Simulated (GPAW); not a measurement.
# Core-hole calculation of the In K edge in InAg (Pm-3m)

Aim: the near-edge shape at the In K edge of InAg (Pm-3m), and what the core hole does to it.

Main program and level: GPAW 26.7.0; X-ray absorption from dipole matrix elements to empty bands, plane-wave PAW LDA.

This is a report of a sequence of runs, with most program output left out.

### 1. The starting structure

Symmetry: Pm-3m, No. 221, cubic system. The conventional cell has a = 3.465 Å, b = 3.465 Å, c = 3.465 Å, α = 90.00°, β = 90.00°, γ = 90.00°. In has 8 Ag at 3.00 Å nearest. Nearest to Ag lie 8 In at 3.00 Å. Farther neighbours are not listed.

Structure file:

```
In Ag
1.0
     3.46479    0.00000    0.00000
     0.00000    3.46479    0.00000
     0.00000    0.00000    3.46479
In Ag
1 1
Direct
  0.50000 0.50000 0.50000
  0.00000 0.00000 0.00000
```

### 2. The field without a hole

The ground state comes first: it tells whether the system has a gap, which decides how the excited electron is treated.

scf.py

```python
import numpy as np
from ase import Atoms
from ase.parallel import parprint, paropen
from gpaw import GPAW, PW, FermiDirac, Mixer, MixerDif, setup_paths
from gpaw.test import gen
setup_paths.insert(0, '.')
gen('In', name='nch1s', xcname='LDA', corehole=(1, 0, 0), write_xml=True)
from gpaw.mpi import world
world.barrier()

atoms = Atoms('InAg',
    cell=[[3.46478866, 0, 0],
     [0, 3.46478866, 0],
     [0, 0, 3.46478866]],
    scaled_positions=[[0.5, 0.5, 0.5],
     [0, 0, 0]],
    pbc=True)
atoms.calc = calc = GPAW(legacy_gpaw=True, mode=PW(430), xc='LDA', setups={0: 'nch1s'},
    kpts={'size': (7, 7, 7), 'gamma': True}, occupations=FermiDirac(0.05),
    charge=0, mixer=Mixer(0.1, 5, 50), maxiter=150,
    convergence={'density': 0.0001}, txt='scf.txt')
energy = atoms.get_potential_energy() + calc.get_reference_energy()
ef = calc.get_fermi_level()
out = dict(energy=energy, fermi=ef, forces=atoms.get_forces().tolist())
parprint(f'all-electron energy {energy:.4f} eV, Fermi level {ef:.4f} eV')
ev = np.array([[calc.get_eigenvalues(k, s) for k in range(len(calc.get_ibz_k_points()))] for s in range(calc.get_number_of_spins())])
out['homo'], out['lumo'], out['counts'] = ev[ev < ef].max(), ev[ev > ef].min(), sorted(set((ev < ef).sum((0, 2)).tolist()))
out['filled'] = (ev[:, 0] < ef).sum(1).tolist()
import json
with paropen('out.json', 'w') as f:
    json.dump(out, f)
```

Run with:

```
OMP_NUM_THREADS=1 mpirun -n 4 gpaw python scf.py
```

The job ended after 4.1 s (4 MPI ranks of Arm Neoverse V2, shared host; peak memory 0.17 GiB; 16 s of CPU time).

The mesh shows no gap, so the system is treated as a metal and the core electron is put at the Fermi level (neutral cell).

### 3. Spectrum without a core hole, In atom 1

This cheap baseline ignores the attraction of the hole: it shows the absorber's empty states as they are in the ground state. The data set with a hole of occupation 0 only carries the core orbital.

The absorber has 8 Ag at 3.00 Å and 6 In at 3.46 Å (cube and octahedron, as in bcc, site symmetry m-3m).

xas.py

```python
import numpy as np
from ase import Atoms
from ase.parallel import parprint, paropen
from gpaw import GPAW, PW, FermiDirac, Mixer, MixerDif, setup_paths
from gpaw.test import gen
setup_paths.insert(0, '.')
gen('In', name='nch1s', xcname='LDA', corehole=(1, 0, 0), write_xml=True)
from gpaw.mpi import world
world.barrier()

atoms = Atoms('InAg',
    cell=[[3.46478866, 0, 0],
     [0, 3.46478866, 0],
     [0, 0, 3.46478866]],
    scaled_positions=[[0.5, 0.5, 0.5],
     [0, 0, 0]],
    pbc=True)
atoms.calc = calc = GPAW(legacy_gpaw=True, mode=PW(430), xc='LDA', setups={0: 'nch1s'},
    kpts={'size': (10, 10, 10), 'gamma': True}, occupations=FermiDirac(0.1),
    charge=0, mixer=Mixer(0.1, 5, 50), maxiter=150,
    convergence={'density': 0.0001}, txt='scf.txt')
energy = atoms.get_potential_energy() + calc.get_reference_energy()
ef = calc.get_fermi_level()
out = dict(energy=energy, fermi=ef, forces=atoms.get_forces().tolist())
parprint(f'all-electron energy {energy:.4f} eV, Fermi level {ef:.4f} eV')
ev = np.array([[calc.get_eigenvalues(k, s) for k in range(len(calc.get_ibz_k_points()))] for s in range(calc.get_number_of_spins())])
out['homo'], out['lumo'], out['counts'] = ev[ev < ef].max(), ev[ev > ef].min(), sorted(set((ev < ef).sum((0, 2)).tolist()))
out['filled'] = (ev[:, 0] < ef).sum(1).tolist()

from ase.units import Ha
from gpaw.xas import dipole_matrix_elements
nb = int(calc.get_number_of_electrons() / 2) + 28
top = nb
nscf = calc.fixed_density(kpts={'size': (7, 7, 7), 'gamma': True},
    convergence={'eigenstates': 1.0}, txt='nscf.txt')
nscf.diagonalize_full_hamiltonian(nbands=nb)
cell = atoms.cell.array
ops = [cell.T @ U.T @ np.linalg.inv(cell.T) for U in nscf.wfs.kd.symmetry.op_scc]
E = np.arange(-25, 34, 0.1)
fwhm = np.interp(E, [4, 25], [7.91, 7.91])
Y, X, zero, highest = 0, 0, 1e9, 1e9
for spin in range(nscf.get_number_of_spins()):
    wfs = nscf.wfs
    A = dipole_matrix_elements(wfs.setups[0])
    eps = np.zeros((wfs.kd.nibzkpts, nb))
    d = np.zeros((3, A.shape[1], wfs.kd.nibzkpts, nb), complex)
    for kpt in wfs.kpt_u:
        if kpt.s == spin and 0 in kpt.P_ani:
            eps[kpt.k] = kpt.eps_n * Ha
            d[:, :, kpt.k] = (kpt.weight * wfs.nspins / 2) ** 0.5 * np.inner(A, kpt.P_ani[0])
    world.sum(eps)
    world.sum(d)
    T = np.einsum('amkn,bmkn->abkn', d, d.conj()).real
    T = sum(np.einsum('ai,ijkn,bj->abkn', R, T, R) for R in ops) / len(ops)
    empty = eps > ef
    zero, highest = min(zero, eps[empty].min()), min(highest, eps[:, top - 1].min())
    lines = [(eps, T, empty)] if spin == 0 else lines + [(eps, T, empty)]
for eps, T, empty in lines:
    f = np.einsum('aakn->akn', T).reshape(3, -1)
    x = eps.ravel() - zero
    w = np.interp(x, E, fwhm) / 2.35482
    g = np.exp(-0.5 * ((E[:, None] - x) / w) ** 2) / (w * (2 * np.pi) ** 0.5)
    Y = Y + (f * empty.ravel()) @ g.T
    X = X + (f * ~empty.ravel()) @ g.T
out.update(E=E.round(2).tolist(), xas=Y.tolist(), xes=X.tolist(), zero=zero, valid=highest - zero, nk=len(eps), nb=nb)
for i in range(0, len(E), 10):
    parprint(f'{E[i]:7.2f}', *(f'{v:10.3e}' for v in Y[:, i]))
import json
with paropen('out.json', 'w') as f:
    json.dump(out, f)
```

Run with:

```
OMP_NUM_THREADS=1 mpirun -n 4 gpaw python xas.py
```

Elapsed: 13 s, on 4 MPI ranks; peak memory 0.26 GiB.

The In K spectrum, In atom 1, no core hole (energy from the lowest empty level; intensity scaled to a mean of 1 over the first 20 eV):

```tsv
E (eV)	intensity
-2.0	0.25
-1.5	0.31
-1.0	0.37
-0.5	0.44
0.0	0.51
0.5	0.58
1.0	0.66
1.5	0.74
2.0	0.81
2.5	0.88
3.0	0.95
3.5	1.01
4.0	1.06
4.5	1.11
5.0	1.14
5.5	1.17
6.0	1.19
6.5	1.20
7.0	1.21
7.5	1.20
8.0	1.20
8.5	1.19
9.0	1.17
9.5	1.15
10.0	1.13
10.5	1.11
11.0	1.08
11.5	1.06
12.0	1.03
12.5	1.01
13.0	0.99
13.5	0.97
14.0	0.95
14.5	0.94
15.0	0.93
15.5	0.92
16.0	0.92
16.5	0.92
17.0	0.92
17.5	0.92
18.0	0.93
18.5	0.94
19.0	0.94
19.5	0.95
20.0	0.96
20.5	0.96
21.0	0.97
21.5	0.97
22.0	0.96
22.5	0.96
23.0	0.95
23.5	0.95
24.0	0.94
24.5	0.92
25.0	0.91
25.5	0.90
26.0	0.89
26.5	0.88
27.0	0.87
27.5	0.86
28.0	0.85
28.5	0.85
29.0	0.85
29.5	0.86
30.0	0.86
30.5	0.87
31.0	0.88
31.5	0.89
```

Main maxima below 28 eV (height): 7.2 eV (1.21) and 21.4 eV (0.97). A K edge sees empty p states on the absorber.

The same matrix elements for filled bands give the In K emission of In atom 1 (ground-state approximation; energy from the lowest empty level, largest value 1):

```tsv
E (eV)	emission
-24.00	0.00
-23.25	0.00
-22.50	0.00
-21.75	0.00
-21.00	0.00
-20.25	0.00
-19.50	0.00
-18.75	0.00
-18.00	0.00
-17.25	0.00
-16.50	0.01
-15.75	0.01
-15.00	0.01
-14.25	0.02
-13.50	0.04
-12.75	0.06
-12.00	0.09
-11.25	0.13
-10.50	0.19
-9.75	0.26
-9.00	0.34
-8.25	0.44
-7.50	0.55
-6.75	0.66
-6.00	0.76
-5.25	0.85
-4.50	0.93
-3.75	0.98
-3.00	1.00
-2.25	0.99
-1.50	0.94
-0.75	0.87
0.00	0.77
0.75	0.66
1.50	0.54
2.25	0.43
3.00	0.33
```

Emission maxima: -3.0 eV (1.00).

### 4. Reference energy of the supercell

The photon energy needs a difference of total energies, so the cell and mesh of the coming hole run are first run without a hole.

Edit scf.py of step 2 so:

```diff
@@ -10,11 +10,25 @@
 
-atoms = Atoms('InAg',
-    cell=[[3.46478866, 0, 0],
-     [0, 3.46478866, 0],
-     [0, 0, 3.46478866]],
-    scaled_positions=[[0.5, 0.5, 0.5],
-     [0, 0, 0]],
+atoms = Atoms('In8Ag8',
+    cell=[[6.92957732, 0, 0],
+     [0, 6.92957732, 0],
+     [0, 0, 6.92957732]],
+    scaled_positions=[[0.25, 0.25, 0.25],
+     [0.25, 0.25, 0.75],
+     [0.25, 0.75, 0.25],
+     [0.75, 0.25, 0.25],
+     [0.25, 0.75, 0.75],
+     [0.75, 0.25, 0.75],
+     [0.75, 0.75, 0.25],
+     [0.75, 0.75, 0.75],
+     [0, 0, 0],
+     [0, 0, 0.5],
+     [0, 0.5, 0],
+     [0.5, 0, 0],
+     [0, 0.5, 0.5],
+     [0.5, 0, 0.5],
+     [0.5, 0.5, 0],
+     [0.5, 0.5, 0.5]],
     pbc=True)
 atoms.calc = calc = GPAW(legacy_gpaw=True, mode=PW(430), xc='LDA', setups={0: 'nch1s'},
-    kpts={'size': (7, 7, 7), 'gamma': True}, occupations=FermiDirac(0.05),
+    kpts={'size': (4, 4, 4), 'gamma': True}, occupations=FermiDirac(0.1),
     charge=0, mixer=Mixer(0.1, 5, 50), maxiter=150,
```

Run with:

```
OMP_NUM_THREADS=1 mpirun -n 4 gpaw python scf.py
```

Run time: 1.9 min. Hardware: 4 MPI ranks; peak memory 0.43 GiB.

Reference energy: -2434447.769 eV with the cores included.

### 5. Spectrum with XCH, In atom 1

The holes are 6.9 Å apart. In GPAW the data set carries the hole's charge, so charge=0 means a charged cell and charge=-1 a neutral one. The excited electron is kept in the cell, where it fills the lowest empty states and screens the hole. After the field has converged, empty bands are computed with the density fixed and the dipole matrix elements are summed.

Edit xas.py of step 3 so:

```diff
@@ -6,3 +6,3 @@
 setup_paths.insert(0, '.')
-gen('In', name='nch1s', xcname='LDA', corehole=(1, 0, 0), write_xml=True)
+gen('In', name='fch1s', xcname='LDA', corehole=(1, 0, 1), write_xml=True)
 from gpaw.mpi import world
@@ -10,12 +10,26 @@
 
-atoms = Atoms('InAg',
-    cell=[[3.46478866, 0, 0],
-     [0, 3.46478866, 0],
-     [0, 0, 3.46478866]],
-    scaled_positions=[[0.5, 0.5, 0.5],
-     [0, 0, 0]],
+atoms = Atoms('In8Ag8',
+    cell=[[6.92957732, 0, 0],
+     [0, 6.92957732, 0],
+     [0, 0, 6.92957732]],
+    scaled_positions=[[0.25, 0.25, 0.25],
+     [0.25, 0.25, 0.75],
+     [0.25, 0.75, 0.25],
+     [0.75, 0.25, 0.25],
+     [0.25, 0.75, 0.75],
+     [0.75, 0.25, 0.75],
+     [0.75, 0.75, 0.25],
+     [0.75, 0.75, 0.75],
+     [0, 0, 0],
+     [0, 0, 0.5],
+     [0, 0.5, 0],
+     [0.5, 0, 0],
+     [0, 0.5, 0.5],
+     [0.5, 0, 0.5],
+     [0.5, 0.5, 0],
+     [0.5, 0.5, 0.5]],
     pbc=True)
-atoms.calc = calc = GPAW(legacy_gpaw=True, mode=PW(430), xc='LDA', setups={0: 'nch1s'},
-    kpts={'size': (10, 10, 10), 'gamma': True}, occupations=FermiDirac(0.1),
-    charge=0, mixer=Mixer(0.1, 5, 50), maxiter=150,
+atoms.calc = calc = GPAW(legacy_gpaw=True, mode=PW(430), xc='LDA', setups={0: 'fch1s'},
+    kpts={'size': (4, 4, 4), 'gamma': True}, occupations=FermiDirac(0.1),
+    charge=-1, mixer=Mixer(0.1, 5, 50), maxiter=150,
     convergence={'density': 0.0001}, txt='scf.txt')
@@ -31,10 +45,9 @@
 from gpaw.xas import dipole_matrix_elements
-nb = int(calc.get_number_of_electrons() / 2) + 28
-top = nb
-nscf = calc.fixed_density(kpts={'size': (7, 7, 7), 'gamma': True},
-    convergence={'eigenstates': 1.0}, txt='nscf.txt')
-nscf.diagonalize_full_hamiltonian(nbands=nb)
+nb = int(calc.get_number_of_electrons() / 2) + 200
+top, nb = nb, nb + 8 + nb // 12
+nscf = calc.fixed_density(kpts={'size': (4, 4, 4), 'gamma': True}, nbands=nb,
+    convergence={'bands': top, 'eigenstates': 1e-5}, maxiter=60, txt='nscf.txt')
 cell = atoms.cell.array
 ops = [cell.T @ U.T @ np.linalg.inv(cell.T) for U in nscf.wfs.kd.symmetry.op_scc]
-E = np.arange(-25, 34, 0.1)
+E = np.arange(-6, 34, 0.1)
 fwhm = np.interp(E, [4, 25], [7.91, 7.91])
```

Run with:

```
OMP_NUM_THREADS=1 mpirun -n 4 gpaw python xas.py
```

The job ended after 7.3 min (4 MPI ranks; peak memory 0.72 GiB; 29 min of CPU time).

The In K spectrum, In atom 1, excited-electron core hole (neutral cell) (energy from the lowest empty level; intensity scaled to a mean of 1 over the first 20 eV):

```tsv
E (eV)	intensity
-2.0	0.34
-1.5	0.41
-1.0	0.49
-0.5	0.57
0.0	0.65
0.5	0.74
1.0	0.82
1.5	0.90
2.0	0.98
2.5	1.05
3.0	1.11
3.5	1.15
4.0	1.19
4.5	1.22
5.0	1.23
5.5	1.24
6.0	1.23
6.5	1.22
7.0	1.21
7.5	1.18
8.0	1.16
8.5	1.13
9.0	1.10
9.5	1.07
10.0	1.04
10.5	1.02
11.0	0.99
11.5	0.96
12.0	0.94
12.5	0.92
13.0	0.90
13.5	0.88
14.0	0.87
14.5	0.87
15.0	0.86
15.5	0.86
16.0	0.86
16.5	0.87
17.0	0.87
17.5	0.88
18.0	0.89
18.5	0.90
19.0	0.90
19.5	0.91
20.0	0.91
20.5	0.92
21.0	0.92
21.5	0.91
22.0	0.91
22.5	0.91
23.0	0.90
23.5	0.89
24.0	0.88
24.5	0.87
25.0	0.86
25.5	0.85
26.0	0.84
26.5	0.83
27.0	0.83
27.5	0.83
28.0	0.83
28.5	0.83
29.0	0.84
29.5	0.85
30.0	0.86
30.5	0.88
31.0	0.89
31.5	0.91
```

Main maxima below 28 eV (height): 5.6 eV (1.24) and 21.0 eV (0.92). 

### 6. With and without the hole

Both curves are counted from their own zero, so only the shift of weight within the empty states shows.

```tsv
E (eV)	no hole	XCH
-2.0	0.25	0.34
-1.0	0.37	0.49
0.0	0.51	0.65
1.0	0.66	0.82
2.0	0.81	0.98
3.0	0.95	1.11
4.0	1.06	1.19
5.0	1.14	1.23
6.0	1.19	1.23
7.0	1.21	1.21
8.0	1.20	1.16
9.0	1.17	1.10
10.0	1.13	1.04
11.0	1.08	0.99
12.0	1.03	0.94
13.0	0.99	0.90
14.0	0.95	0.87
15.0	0.93	0.86
16.0	0.92	0.86
17.0	0.92	0.87
18.0	0.93	0.89
19.0	0.94	0.90
20.0	0.96	0.91
21.0	0.97	0.92
22.0	0.96	0.91
23.0	0.95	0.90
24.0	0.94	0.88
25.0	0.91	0.86
26.0	0.89	0.84
27.0	0.87	0.83
28.0	0.85	0.83
29.0	0.85	0.84
30.0	0.86	0.86
31.0	0.88	0.89
```

With each curve scaled to its own mean, the area from −2 to 6 eV with the hole is 7.3 against 6.2, and the centre of weight from −1 to 20 eV moves by -0.5 eV: the hole pulls the absorber's empty states down.

### 7. What came out

```
absorber and edge             : In K, atom 1 of the ground-state input (counted from 1)
surroundings                  : 8 Ag at 3.00 Å and 6 In at 3.46 Å (cube and octahedron, as in bcc, site symmetry m-3m)
highest intensity below 24 eV : 5.6 eV above the zero, height 1.24
```

What this shows: The In K edge of atom 1, with 8 Ag at 3.00 Å and 6 In at 3.46 Å (cube and octahedron, as in bcc, site symmetry m-3m), has its highest intensity of the first 24 eV at 5.6 eV above the zero, 1.2 times the mean level of the first 20 eV (Gaussian full width 7.91 eV). With each curve scaled to its own mean, the area from −2 to 6 eV with the hole is 7.3 against 6.2, and the centre of weight from −1 to 20 eV moves by -0.5 eV: the hole pulls the absorber's empty states down. The script folds with a Gaussian, whereas the core hole's own line is a Lorentzian, so the onset is too steep and the first peak too high. The structure is a computed Materials Project entry and may be a hypothetical form.

[Logs are printed without paths, hosts, clocks, repeated set-up lines and the standing remarks that a program may print on its own settings, such as how far it seeks lower states.]

[Hosts, paths, dates, database ids (printed as entryN), source tags and the programs' standing remarks are cut or masked in the printed files.]

[Lists of maxima count a maximum above −3 eV only where it reaches 4 % of the highest in the window and stands out from its surroundings by 2 % of it (1.5 % where it reaches 55 %); shoulders and weaker maxima are passed over, and of the rest the first, up to two pre-edge ones and the few strongest are named.]
